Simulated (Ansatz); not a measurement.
In doubt: masses and optical values from hybrid runs of this build are listed as unsure (in some of the runs), which bears on the screening that GW takes from such a start.

TiO2 (Rutile), computed twice by G0W0.

```cif
data_structure
_symmetry_space_group_name_H-M 'P 1'
_symmetry_Int_Tables_number 1
_cell_length_a 4.5922
_cell_length_b 4.5922
_cell_length_c 2.9574
_cell_angle_alpha 90.000
_cell_angle_beta 90.000
_cell_angle_gamma 90.000
_cell_volume 62.37
loop_
_atom_site_label
_atom_site_type_symbol
_atom_site_fract_x
_atom_site_fract_y
_atom_site_fract_z
_atom_site_occupancy
Ti1 Ti 0.00000 0.00000 0.00000 1
Ti2 Ti 0.50000 0.50000 0.50000 1
O3 O 0.30496 0.30496 0.00000 1
O4 O 0.19504 0.80496 0.50000 1
O5 O 0.69504 0.69504 0.00000 1
O6 O 0.80496 0.19504 0.50000 1
```

The cell and positions come from the Crystallography Open Database and are kept as given unless a step says otherwise.

The first (Ansatz 0.2.0; start PBE, 4×4×4 mesh, 141 empty bands, screening to 100 eV, PAW set soft_1 files; 1 × NVIDIA H100 80GB HBM3 (shared by 6 runs) with 2 threads of AMD EPYC 7R13 (Zen 3), shared host) gave, on its mesh: starting gap 1.90 eV, G0W0 gap 3.23 eV, RPA ε∞ (mean) 7.91, 11 s.

**Question.** The second changes start from PBE to PBE0. What does it give?

It gave: starting gap 4.16 eV, G0W0 gap 3.86 eV, RPA ε∞ (mean) 4.90, 39 s. The G0W0 gap moves by +0.62 eV, +2.27 eV from the start and −1.65 eV from the correction.

Limits: not at the basis limit; coarse k mesh.

[Paths, hosts, dates, memory and timing lines, banners, echoed tables and standing remarks are left out of the program output.]

[Logs are printed without paths, hosts, clocks, repeated set-up lines and the standing remarks that a program may print on its own settings, such as how far it seeks lower states.]

[Runs of the session that timed out or met a known fault of the program may be left out.]

[Cells called generated may have been cut or substituted from an entry of the Crystallography Open Database or the Materials Project.]

[Hosts, paths, dates, database ids (printed as entryN), source tags and the programs' standing remarks are cut or masked in the printed files.]
